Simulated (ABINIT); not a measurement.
**KZnF3 (Pm-3m): G0W0 with ABINIT, start to end**

How does a plane-wave GW calculation on KZnF3 (Pm-3m) run from the first input to the gap?

Program: ABINIT 10.8.3. Level of theory: LDA and many-body steps on it, plane waves. Results are calculated unless marked as measured.

Most raw output is cut from this account.

## Step 1: The starting structure

Symmetry: Pm-3m, No. 221, cubic system. The conventional cell has a = 4.050 Å, b = 4.050 Å, c = 4.050 Å, α = 90.00°, β = 90.00°, γ = 90.00°. Nearest to K lie 12 F at 2.86 Å. Nearest to Zn lie 6 F at 2.03 Å. F has 2 Zn at 2.03 Å and 4 K at 2.86 Å nearest. Farther neighbours and most contacts between anions are not listed.

As a file:

```cif
data_structure
_symmetry_space_group_name_H-M 'Pm-3m'
_symmetry_Int_Tables_number 221
_cell_length_a 4.0500
_cell_length_b 4.0500
_cell_length_c 4.0500
_cell_angle_alpha 90.000
_cell_angle_beta 90.000
_cell_angle_gamma 90.000
_cell_volume 66.43
loop_
_atom_site_label
_atom_site_type_symbol
_atom_site_symmetry_multiplicity
_atom_site_Wyckoff_symbol
_atom_site_fract_x
_atom_site_fract_y
_atom_site_fract_z
_atom_site_occupancy
K1 K 1 a 0.00000 0.00000 0.00000 1
Zn1 Zn 1 b 0.50000 0.50000 0.50000 1
F1 F 3 c 0.50000 0.50000 0.00000 1
```

The cell and positions come from the Crystallography Open Database and are kept as given unless a step says otherwise.

## Step 2: Ground state

This step: ABINIT 10.8.3; DFT, LDA, plane waves, norm-conserving pseudopotentials.

The ground-state density comes first.

File run.abi:

```
acell 3*1.0 Angstrom
rprim 
  4.050000000000 0.000000000000 0.000000000000
  0.000000000000 4.050000000000 0.000000000000
  0.000000000000 0.000000000000 4.050000000000
ntypat 3
znucl 19 30 9
natom 5
typat 1 2 3 3 3
xred 
  0.000000000000 0.000000000000 0.000000000000
  0.500000000000 0.500000000000 0.500000000000
  0.500000000000 0.500000000000 0.000000000000
  0.000000000000 0.500000000000 0.500000000000
  0.500000000000 0.000000000000 0.500000000000
pp_dirpath "pseudos"
pseudos "K.upf, Zn.upf, F.upf"
ecut 36
ngkpt 6 6 6
nshiftk 1
shiftk 0 0 0
kptopt 1
chksymbreak 0
nband 31
occopt 1
tolvrs 1e-10
nstep 60
prtwf 0
optforces 0
optstress 0
indata_prefix "in"
outdata_prefix "out"
tmpdata_prefix "tmp"
```

Command:

```bash
$ OMP_NUM_THREADS=1 mpirun -n 4 abinit run.abi > log
```

The job ended after 43 s (4 MPI ranks of Arm Neoverse V1, shared host; peak memory 0.35 GiB).

This step gave:

```
total energy               : -8511.5131 eV
gap                        : 3.736 eV
k of the valence top       : 0.5, 0.5, 0.5
k of the conduction bottom : 0, 0, 0
least direct gap           : 5.433 eV
```

The gap is indirect, with the least direct gap 1.70 eV higher.

## Step 3: Bands along the symmetry lines

Levels along a band path, at the cheap level, show where the edges lie and whether the meshes to come will hold them.

File run.abi:

```
acell 3*1.0 Angstrom
rprim 
  4.050000000000 0.000000000000 0.000000000000
  0.000000000000 4.050000000000 0.000000000000
  0.000000000000 0.000000000000 4.050000000000
ntypat 3
znucl 19 30 9
natom 5
typat 1 2 3 3 3
xred 
  0.000000000000 0.000000000000 0.000000000000
  0.500000000000 0.500000000000 0.500000000000
  0.500000000000 0.500000000000 0.000000000000
  0.000000000000 0.500000000000 0.500000000000
  0.500000000000 0.000000000000 0.500000000000
pp_dirpath "pseudos"
pseudos "K.upf, Zn.upf, F.upf"
ecut 36
iscf -2
irdden 1
kptopt 0
nkpt 50
kpt 
  0.00000000 0.00000000 0.00000000
  0.00000000 0.06250000 0.00000000
  0.00000000 0.12500000 0.00000000
  0.00000000 0.18750000 0.00000000
  0.00000000 0.25000000 0.00000000
  0.00000000 0.31250000 0.00000000
  0.00000000 0.37500000 0.00000000
  0.00000000 0.43750000 0.00000000
  0.00000000 0.50000000 0.00000000
  0.06250000 0.50000000 0.00000000
  0.12500000 0.50000000 0.00000000
  0.18750000 0.50000000 0.00000000
  0.25000000 0.50000000 0.00000000
  0.31250000 0.50000000 0.00000000
  0.37500000 0.50000000 0.00000000
  0.43750000 0.50000000 0.00000000
  0.50000000 0.50000000 0.00000000
  0.43750000 0.43750000 0.00000000
  0.37500000 0.37500000 0.00000000
  0.31250000 0.31250000 0.00000000
  0.25000000 0.25000000 0.00000000
  0.18750000 0.18750000 0.00000000
  0.12500000 0.12500000 0.00000000
  0.06250000 0.06250000 0.00000000
  0.00000000 0.00000000 0.00000000
  0.06250000 0.06250000 0.06250000
  0.12500000 0.12500000 0.12500000
  0.18750000 0.18750000 0.18750000
  0.25000000 0.25000000 0.25000000
  0.31250000 0.31250000 0.31250000
  0.37500000 0.37500000 0.37500000
  0.43750000 0.43750000 0.43750000
  0.50000000 0.50000000 0.50000000
  0.43750000 0.50000000 0.43750000
  0.37500000 0.50000000 0.37500000
  0.31250000 0.50000000 0.31250000
  0.25000000 0.50000000 0.25000000
  0.18750000 0.50000000 0.18750000
  0.12500000 0.50000000 0.12500000
  0.06250000 0.50000000 0.06250000
  0.00000000 0.50000000 0.00000000
  0.50000000 0.50000000 0.50000000
  0.50000000 0.50000000 0.43750000
  0.50000000 0.50000000 0.37500000
  0.50000000 0.50000000 0.31250000
  0.50000000 0.50000000 0.25000000
  0.50000000 0.50000000 0.18750000
  0.50000000 0.50000000 0.12500000
  0.50000000 0.50000000 0.06250000
  0.50000000 0.50000000 0.00000000
istwfk *1
nband 32
nbdbuf 2
tolwfr 1e-08
nstep 40
prtwf 0
prtvol 0
indata_prefix "in"
outdata_prefix "out"
tmpdata_prefix "tmp"
```

Run time: 54 s. Hardware: 4 MPI ranks; peak memory 0.38 GiB; 3.6 min of CPU time.

This step gave:

```
gap                        : 3.736 eV
k of the valence top       : 0.5, 0.5, 0.5
k of the conduction bottom : 0, 0, 0
least direct gap           : 5.433 eV
```

The gap is 3.736 eV, as in the run before at this level.

Electronic bands along the path, in eV, zero at the top of the highest filled band:

```csv
point,band 22,band 23,band 24,band 25,band 26,band 27,band 28,band 29
Γ,-1.90,-1.70,-1.70,-1.70,3.74,8.63,8.63,9.20
halfway,-1.87,-1.77,-1.67,-1.67,4.87,8.83,9.10,9.97
X,-1.88,-1.63,-1.60,-1.60,6.52,8.18,9.61,11.07
halfway,-1.79,-1.66,-1.51,-0.64,7.09,8.79,10.10,10.63
M,-1.71,-1.71,-1.33,0.00,7.99,10.03,10.03,10.05
halfway,-1.79,-1.72,-1.70,-0.99,5.71,9.27,9.63,10.21
Γ,-1.90,-1.70,-1.70,-1.70,3.74,8.63,8.63,9.20
halfway,-1.89,-1.61,-1.03,-1.03,6.33,9.71,9.71,10.31
R,-1.31,-1.31,0.00,0.00,8.37,8.37,8.37,10.13
halfway,-1.60,-1.47,-1.10,-0.51,7.46,8.92,9.76,10.64
X,-1.88,-1.63,-1.60,-1.60,6.52,8.18,9.61,11.07
jump to R,-1.31,-1.31,0.00,0.00,8.37,8.37,8.37,10.13
halfway,-1.56,-1.32,-0.95,0.00,8.15,9.02,9.02,10.76
M,-1.71,-1.71,-1.33,0.00,7.99,10.03,10.03,10.05
```

## Step 4: Empty states on the mesh, 2×2×2 mesh, 75 bands

The sums over transitions need many empty states on a uniform mesh; this step solves for them.

File run.abi:

```
acell 3*1.0 Angstrom
rprim 
  4.050000000000 0.000000000000 0.000000000000
  0.000000000000 4.050000000000 0.000000000000
  0.000000000000 0.000000000000 4.050000000000
ntypat 3
znucl 19 30 9
natom 5
typat 1 2 3 3 3
xred 
  0.000000000000 0.000000000000 0.000000000000
  0.500000000000 0.500000000000 0.500000000000
  0.500000000000 0.500000000000 0.000000000000
  0.000000000000 0.500000000000 0.500000000000
  0.500000000000 0.000000000000 0.500000000000
pp_dirpath "pseudos"
pseudos "K.upf, Zn.upf, F.upf"
ecut 36
ngkpt 2 2 2
nshiftk 1
shiftk 0 0 0
kptopt 1
chksymbreak 0
iscf -2
irdden 1
istwfk *1
nband 75
nbdbuf 6
tolwfr 1e-09
nstep 60
prtvol 0
indata_prefix "in"
outdata_prefix "out"
tmpdata_prefix "tmp"
```

Elapsed: 20 s, on 4 MPI ranks; peak memory 0.3 GiB; 81 s of CPU time.

This step gave:

| Item | Value |
| --- | --- |
| gap | 3.736 eV |
| k of the valence top | 0.5, 0.5, 0.5 |
| k of the conduction bottom | 0, 0, 0 |
| least direct gap | 5.433 eV |
| k points computed | 4 |
| lowest point of the top converged band, above the valence top | 40.52 eV |

On this mesh the gap is 3.736 eV.

## Step 5: Screening, 2×2×2 mesh, 69 bands, screening to 106.1 eV

The RPA dielectric matrix is built and inverted for each q.

This step: RPA screening on LDA, plane waves, norm-conserving pseudopotentials.

Edit run.abi of step 4 so:

```diff
@@ -23,10 +23,11 @@
 chksymbreak 0
-iscf -2
-irdden 1
 istwfk *1
-nband 75
-nbdbuf 6
-tolwfr 1e-09
-nstep 60
-prtvol 0
+occopt 1
+irdwfk 1
+optdriver 3
+nband 69
+ecuteps 3.9
+inclvkb 2
+awtr 1
+symchi 1
 indata_prefix "in"
```

Wall time 8.3 s (4 MPI ranks); peak memory 0.64 GiB.

Numbers from this step:

```
ε∞ with local fields, on this mesh, along the program's q direction : 2.379
the same without local fields                                       : 2.509
plasma frequency                                                    : 32.22 eV
plane waves in the screening matrix                                 : 171
```

Local fields lower ε∞ by 5 %. On a Γ-centred mesh this coarse the value itself is usually too large, while a short band sum pulls it down.

## Step 6: Self-energy, 2×2×2 mesh, 69 bands, screening to 106.1 eV

The self-energy is evaluated for the states that the input lists, and the levels follow from it, in one-shot runs by the linearised quasiparticle equation.

This step: G0W0 on LDA, plane waves, norm-conserving pseudopotentials.

Edit run.abi of step 5 so:

```diff
@@ -26,8 +26,17 @@
 irdwfk 1
-optdriver 3
+optdriver 4
 nband 69
+gwcalctyp 0
+ecutsigx 36
+symsigma 1
+nkptgw 2
+kptgw 
+  0.5000000000 0.5000000000 0.5000000000
+  0.0000000000 0.0000000000 0.0000000000
+bdgw 
+  24 28
+  23 28
 ecuteps 3.9
-inclvkb 2
-awtr 1
-symchi 1
+irdscr 1
+ppmodel 1
 indata_prefix "in"
```

It took 5.1 s on 4 MPI ranks; peak memory 0.38 GiB.

Numbers from this step:

| Item | Value |
| --- | --- |
| G0W0 gap on the points computed | 7.905 eV |
| starting gap on the mesh | 3.736 eV |
| k of the valence top | 0.5, 0.5, 0.5 |
| k of the conduction bottom | 0, 0, 0 |
| Z at the valence top | 0.819 |
| Z at the conduction bottom | 0.875 |
| least direct G0W0 gap on the computed points | 9.435 eV |

The gap on the mesh goes from 3.74 eV to 7.91 eV, a correction of +4.17 eV.

Limits: finite bands, cutoff and mesh; d shell near the gap, gap tends to lie low; coarse k mesh. v1 is the top filled band, c1 the lowest empty one. The levels before and after the correction (eV, zero at the valence-band top of each column):

|  | conduction bottom | valence top |
| --- | --- | --- |
| Kohn-Sham | 3.74 | 0.00 |
| G0W0 | 7.91 | 0.00 |

```
                         level  energy (eV)
Kohn-Sham  (0.5 0.5 0.5) v2-v1        0.000
Kohn-Sham  (0.5 0.5 0.5) c1-c3        8.371
Kohn-Sham              Γ v3-v1       -1.697
Kohn-Sham                 Γ c1        3.736
Kohn-Sham              Γ c2-c3        8.627
     G0W0  (0.5 0.5 0.5) v2-v1        0.000
     G0W0  (0.5 0.5 0.5) c1-c3       12.901
     G0W0              Γ v3-v1       -1.530
     G0W0                 Γ c1        7.905
     G0W0              Γ c2-c3       13.135
```

## Step 7: Where the time went

Times are wall times on 4 MPI ranks of Arm Neoverse V1, shared host, good to a factor of about two.

```csv
step,time,share,memory (GiB)
ground state,43 s,33 %,0.35
bands along the symmetry lines,54 s,41 %,0.38
empty states on the mesh,20 s,16 %,0.3
screening,8.3 s,6 %,0.64
self-energy,5.1 s,4 %,0.38
```

## Step 8: Summary of results

```
LDA gap              : 3.74 eV, indirect
G0W0 gap on the mesh : 7.91 eV
GW settings          : 2×2×2 mesh, 69 bands, screening to 106.1 eV, Godby-Needs plasmon pole
known limits         : not at the basis limit; d shell near the gap, gap tends to lie low; coarse k mesh
```

What this shows: G0W0 moves the gap on the mesh from 3.74 eV to 7.91 eV (+4.17 eV), with Z of 0.82 and 0.88 at the edges. Local fields lower the RPA ε∞ on this mesh from 2.51 to 2.38; a Γ-centred mesh this coarse tends to raise both, most where the direct gap is narrow, while a short band sum lowers them. Only 2 of the mesh's irreducible points were corrected, so a valley elsewhere could overtake. Bands and cutoff are finite, so the gap is not at the basis limit. The miss can reach some tenths of an eV and take either sign; the mesh is an error of its own. In the G0W0 run levels were corrected at 2 k points alone, so a gap called «on the mesh» is the least over those, and an edge elsewhere would be missed. The 2×2×2 mesh is coarse for this cell, which bears on the long-range parts of exchange and screening. This is the ideal cubic cell; many perovskites, halides above all, are cubic only on average, and local tilts or off-centring can widen the gap. A d shell, filled or nearly so, lies near the gap. One-shot GW converges very slowly in bands there, not always from below, and on a semilocal start the gap tends to come out low; starts rich in exact exchange can overshoot instead.

[Paths, hosts, dates, memory and timing lines, banners, echoed tables and standing remarks are left out of the program output.]

[Logs are printed without paths, hosts, clocks, repeated set-up lines and the standing remarks that a program may print on its own settings, such as how far it seeks lower states.]

[Runs of the session that timed out or met a known fault of the program may be left out.]

[Hosts, paths, dates, database ids (printed as entryN), source tags and the programs' standing remarks are cut or masked in the printed files.]

[G0W0 gaps are taken among the corrected bands and points alone; a level outside them can change the order at an edge.]

[Where Ansatz stands beside ABINIT at settings called matched, ABINIT's density can come from a denser mesh and the files from another edition; pairs whose starting gaps differed by over 0.03 eV were left out, so agreement reads better than it is.]
